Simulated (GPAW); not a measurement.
# A Mo chain with one atom pushed aside at constant bond length: a series of junctions, part 2 of 2

Aim: how the conductance and the thermopower change along a series of junctions, a Mo chain with one atom pushed aside at constant bond length.

GPAW 26.7.0; GPAW LCAO, PAW setups; Landauer transmission from Green's functions with principal layers (ASE), zero bias.

So far, conductance (G₀): step 2 (junction, offset 0.3 Å) 5.99; step 3 (another cell, offset 0.6 Å) 5.87; step 4 (another cell, offset 0.9 Å) 5.34; step 5 (another cell, offset 1.2 Å) 4.50.

## 7. Potential alignment off

Without the shift, lead and junction are matched by their Fermi levels alone.

The input, run.py:

```python
import json
import numpy as np
from ase import Atoms
from ase.transport.calculators import TransportCalculator
from gpaw import GPAW, FermiDirac
from gpaw.lcao.tools import get_lcao_hamiltonian
from scipy.linalg import eigh

# The junction with lead layers at both ends, along the third cell vector
device = Atoms(
    ['Mo', 'Mo', 'Mo', 'Mo', 'Mo', 'Mo', 'Mo', 'Mo', 'Mo', 'Mo', 'Mo', 'Mo', 'Mo', 'Mo', 'Mo'],
    positions=[
        [4.50000, 4.50000, 1.12500],
        [4.50000, 4.50000, 3.37500],
        [4.50000, 4.50000, 5.62500],
        [4.50000, 4.50000, 7.87500],
        [4.50000, 4.50000, 10.12500],
        [4.50000, 4.50000, 12.37500],
        [4.50000, 4.50000, 14.62500],
        [5.40000, 4.50000, 16.68716],
        [4.50000, 4.50000, 18.74932],
        [4.50000, 4.50000, 20.99932],
        [4.50000, 4.50000, 23.24932],
        [4.50000, 4.50000, 25.49932],
        [4.50000, 4.50000, 27.74932],
        [4.50000, 4.50000, 29.99932],
        [4.50000, 4.50000, 32.24932]],
    cell=[[9.0, 0.0, 0.0], [0.0, 9.0, 0.0], [0.0, 0.0, 33.37432]],
    pbc=True)

# One principal layer of the lead: the first 5 atoms of the device
lead = Atoms(
    ['Mo', 'Mo', 'Mo', 'Mo', 'Mo'],
    positions=[
        [4.50000, 4.50000, 1.12500],
        [4.50000, 4.50000, 3.37500],
        [4.50000, 4.50000, 5.62500],
        [4.50000, 4.50000, 7.87500],
        [4.50000, 4.50000, 10.12500]],
    cell=[[9.0, 0.0, 0.0], [0.0, 9.0, 0.0], [0.0, 0.0, 11.25]],
    pbc=True)

settings = dict(mode='lcao', basis='dzp', xc='PBE', h=0.2,
                occupations=FermiDirac(0.1), maxiter=250,
                mixer=dict(beta=0.1, nmaxold=8, weight=100.0),
                convergence=dict(density=0.0001))
energies = np.arange(-3, 3 + 1e-9, 0.075)
eta = 0.0001
n1, n2 = 1, 1
# k and -k transmit alike, so half of the mesh across the current serves
mesh = [(i, j) for i in range(n1) for j in range(n2) if (i, j) <= (-i % n1, -j % n2)]
weights = np.array([1 if (i, j) == (-i % n1, -j % n2) else 2 for i, j in mesh]) / (n1 * n2)

# [... helper functions left out ...]
fermi_lead = ground_state(lead, (1, 1, 10), 'lead.txt')
fermi_device = ground_state(device, (1, 1, 3), 'device.txt')
# [... loop over the mesh left out, but for ...]
        # Lead and device are aligned by their Fermi levels alone
        shift = 0.0
# [...]
kT = 8.617333e-5 * 300
bias = [0.1, 0.2, 0.5, 1.0, 1.5, 2.0]
# [... integrals and printing left out ...]
```

Run with:

```
$ OMP_NUM_THREADS=1 OPENBLAS_NUM_THREADS=1 python run.py
```

Output:

```text
basis functions: device 435, principal layer 145
Fermi level: lead -2.7421 eV, device -2.7013 eV; lead shifted by 0.0000 eV
largest coupling past the next layer 2.80e-05 eV, largest misfit of the first layer 0.018 eV
  E-E_F (eV)   T (one spin)  [channel counts left out]
    -3.000    1.7574e+00
    -2.925    1.8377e+00
    -2.850    1.9142e+00
    -2.775    1.9823e+00
    -2.700    2.0431e+00
    -2.625    2.0975e+00
    -2.550    2.1466e+00
    -2.475    2.1912e+00
    -2.400    2.2316e+00
    -2.325    2.2682e+00
    -2.250    2.3011e+00
    -2.175    2.3303e+00
    -2.100    2.3557e+00
    -2.025    2.3771e+00
    -1.950    2.3942e+00
    -1.875    2.4061e+00
[...]
2.475    1.0288e+00
     2.550    1.0029e+00
     2.625    8.9536e-01
     2.700    6.3239e-01
     2.775    4.4842e-01
     2.850    5.4445e-01
     2.925    5.6764e-01
     3.000    2.5188e-01
conductance at 300 K: 5.3362 G0 a cell; thermopower 0.4092 uV/K
current from the zero-bias T(E) at 0.1 V: 41.338 uA
current from the zero-bias T(E) at 0.2 V: 82.638 uA
current from the zero-bias T(E) at 0.5 V: 205.87 uA
current from the zero-bias T(E) at 1.0 V: 405.98 uA
current from the zero-bias T(E) at 1.5 V: 591.53 uA
current from the zero-bias T(E) at 2.0 V: 747 uA
```

Elapsed: 4.2 min, on 1 thread of Arm Neoverse V1, shared host; peak memory 1.4 GiB.

This step gave:

- conductance: 5.336 G₀
- largest misfit of the first principal layer: 0.01837 eV
- shift that aligns the lead: 0 eV
- transmission at the Fermi level (one spin): 5.339

One spin. Table of transmission, zone mean by energy, zero at the Fermi level:

```
energy (eV)  transmission, zone mean
      -3.00                     1.76
      -2.85                     1.91
      -2.70                     2.04
      -2.55                     2.15
      -2.33                     2.27
      -2.17                     2.33
      -2.02                     2.38
      -1.88                     2.41
      -1.73                     2.41
      -1.57                     2.29
      -1.35                     3.63
      -1.27                     3.64
      -1.20                     3.62
      -1.05                     3.53
      -0.90                     3.34
      -0.75                     4.26
      -0.60                     4.90
      -0.38                     5.26
      -0.23                     5.35
      -0.15                     5.36
      -0.07                     5.36
       0.00                     5.34
       0.07                     5.31
       0.23                     5.22
       0.38                     5.09
       0.60                     4.87
       0.75                     4.70
       0.90                     4.52
       1.05                     4.30
       1.20                     4.01
       1.35                     3.04
       1.57                     3.08
       1.73                     3.01
       1.88                     2.57
       2.02                     1.24
       2.17                    0.997
       2.33                    0.995
       2.55                     1.00
       2.70                    0.632
       2.85                    0.544
       3.00                    0.252
```

Not self-consistent under bias; the bias window is split evenly. Table of current through one cell, from the zero-bias transmission by bias:

```
bias (V)  current through one cell, from the zero-bias transmission (mA)
   0.100                                                          0.0413
   0.200                                                          0.0826
   0.500                                                           0.206
   1.000                                                           0.406
   1.500                                                           0.592
   2.000                                                           0.747
```

The transmission of the three most open eigenchannels by energy, zero at the Fermi level:

```
energy (eV)  channel 1  channel 2  channel 3
      -3.00      0.990      0.517      0.251
      -2.85      0.992      0.621      0.301
      -2.70      0.993      0.700      0.350
      -2.55      0.994      0.759      0.394
      -2.33      0.993      0.822      0.453
      -2.17      0.992      0.853      0.486
      -2.02      0.990      0.876      0.512
      -1.88      0.987      0.894      0.525
      -1.73      0.983      0.908      0.515
      -1.57      0.977      0.920      0.392
      -1.35      0.996      0.955      0.934
      -1.20      0.995      0.951      0.942
      -1.05      0.995      0.950      0.934
      -0.90      0.996      0.964      0.910
      -0.75      0.997      0.990      0.884
      -0.60      0.998      0.966      0.931
      -0.38      0.998      0.977      0.913
      -0.23      0.999      0.989      0.870
      -0.07      0.998      0.994      0.918
       0.00      0.998      0.995      0.937
       0.07      0.997      0.996      0.954
       0.23      0.997      0.993      0.977
       0.38      0.997      0.990      0.990
       0.60      0.998      0.996      0.992
       0.75      0.996      0.995      0.994
       0.90      0.997      0.992      0.989
       1.05      0.999      0.988      0.981
       1.20      0.998      0.981      0.976
       1.35      0.994      0.988      0.946
       1.57      0.972      0.873      0.665
       1.73      0.913      0.797      0.766
       1.88      0.897      0.674      0.588
       2.02      0.954      0.289     1.5e-5
       2.17      0.974     0.0233     1.5e-5
       2.33      0.978     0.0168     1.6e-5
       2.55      0.932     0.0711     1.6e-5
       2.70      0.627    0.00503     1.6e-5
       2.85      0.311      0.234     1.5e-5
       3.00      0.252     1.5e-5     3.2e-7
```

The conductance equals that of the unchanged run to 0.2 %.

## 8. Outcome

```json
{"conductance, first and last member": "5.99 and 4.50 G₀", "largest and smallest": "5.99 and 4.50 G₀"}
```

As the sideways shift goes from 0.3 to 1.2 Å, the conductance goes from 5.99 to 4.50 G₀. The conductance falls at every step of the series. The geometry was built from estimated bond lengths and not relaxed, so the numbers describe this model structure. The run had no spin polarisation, so a magnetic state, which chains and small molecules with open shells often have, wasn't tested. An evenly spaced straight chain is an idealisation: free chains tend to dimerise, zigzag or, where a band edge lies near the Fermi level, turn magnetic. The currents use the zero-bias T(E) throughout, which holds only while the bias is small against the distance to the nearest feature. The energy step is wider than the thermal energy, so the conductance and thermopower rest on interpolation of T(E).

[Logs are printed without paths, hosts, clocks, repeated set-up lines and the standing remarks that a program may print on its own settings, such as how far it seeks lower states.]

[Hosts, paths, dates, database ids (printed as entryN), source tags and the programs' standing remarks are cut or masked in the printed files.]
